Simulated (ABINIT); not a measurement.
Records of electronic-structure calculations.

A GW chain in ABINIT: K2PdC2 (P-3m1). It takes space group P-3m1 (No. 164, trigonal). Conventional cell: a = 5.118 Å, b = 5.118 Å, c = 5.258 Å, α = 90.00°, β = 90.00°, γ = 120.00°. Nearest to K lie 6 C at 3.00 to 3.45 Å and 3 Pd at 3.30 Å. Nearest to Pd lie 4 C at 2.00 to 3.26 Å and 6 K at 3.30 Å. Nearest to C lie 1 C at 1.26 Å and 2 Pd at 2.00 to 3.26 Å and 6 K at 3.00 to 3.45 Å. Farther neighbours, and contacts between anions beyond the nearest, are not listed. The calculation used RPA screening on PBEsol, plane waves, norm-conserving pseudopotentials (and 2 further levels or steps) in ABINIT 10.8.3, with cutoff 37 Ha, PseudoDojo scalar-relativistic 0.4.1 standard, norm-conserving, ngkpt (3, 3, 2), nband 101, ecuteps 3.9 Ha, inclvkb 2, shiftk (0, 0, 0), symchi 1, awtr 1, frequency ppm, 3×3×2 k-mesh. The PBEsol gap is 1.36 eV, indirect (only 26 meV under the direct gap). The G0W0 gap on the mesh is 2.43 eV, the G0W0 gap over the zone (rigid shift) is 2.10 eV and the GW settings are 3×3×2 mesh, 101 bands, screening to 106.1 eV, Godby-Needs plasmon pole. The known limits are short of the basis limit; no spin polarisation; d states lean on the start; no spin-orbit coupling; coarse k mesh. It took 5 runs, 6.6 min in all on 4 MPI ranks of Arm Neoverse V1, shared host. G0W0 moves the gap on the mesh from 1.69 eV to 2.43 eV (+0.74 eV), with Z of 0.76 and 0.80 at the edges. The mesh misses the band edges by 0.33 eV in all; a rigid shift gives 2.10 eV for the zone. In doubt: a PseudoDojo file used here is known to give poor structures and forces, which bears on pressures, cells, forces and phonons. The program's warnings: nkpt*nsppol () is not a multiple of nproc spkpt (). The cell and positions are those that the Materials Project relaxed with its own functionals (PBE, PBE+U or r2SCAN), kept fixed. Limits: no spin polarisation; d states lean on the start; no spin-orbit coupling. Local fields lower the RPA ε∞ on this mesh from 12.55 to 10.52; a Γ-centred mesh this coarse tends to raise both, most where the direct gap is narrow, while a short band sum lowers them. The 3×3×2 mesh is coarse for this cell, which bears on the long-range parts of exchange and screening. The runs have no spin polarisation. For a closed low-spin shell that is the natural state; where a d or f shell is open it is a constraint, and the gap is then not the crystal's own.

[Paths, hosts, dates, memory and timing lines, banners, echoed tables and standing remarks are left out of the program output; an Ansatz launch command may be rebuilt from the run's recorded settings. Measured values are a selection of at most five: reports struck by readers or far from the other reports are left out. None is set beside runs whose start may be inverted or whose files or cutoffs have a known fault.]

[Runs of the session that timed out or met a known fault of the program may be left out.]

[Hosts, paths, dates, database ids (printed as entryN), source tags and the programs' standing remarks are cut or masked in the printed files.]

[G0W0 gaps are taken among the corrected bands and points alone; a level outside them can change the order at an edge.]

[Where Ansatz stands beside ABINIT at settings called matched, ABINIT's density can come from a denser mesh and the files from another edition; pairs whose starting gaps differed by over 0.03 eV were left out, so agreement reads better than it is.]
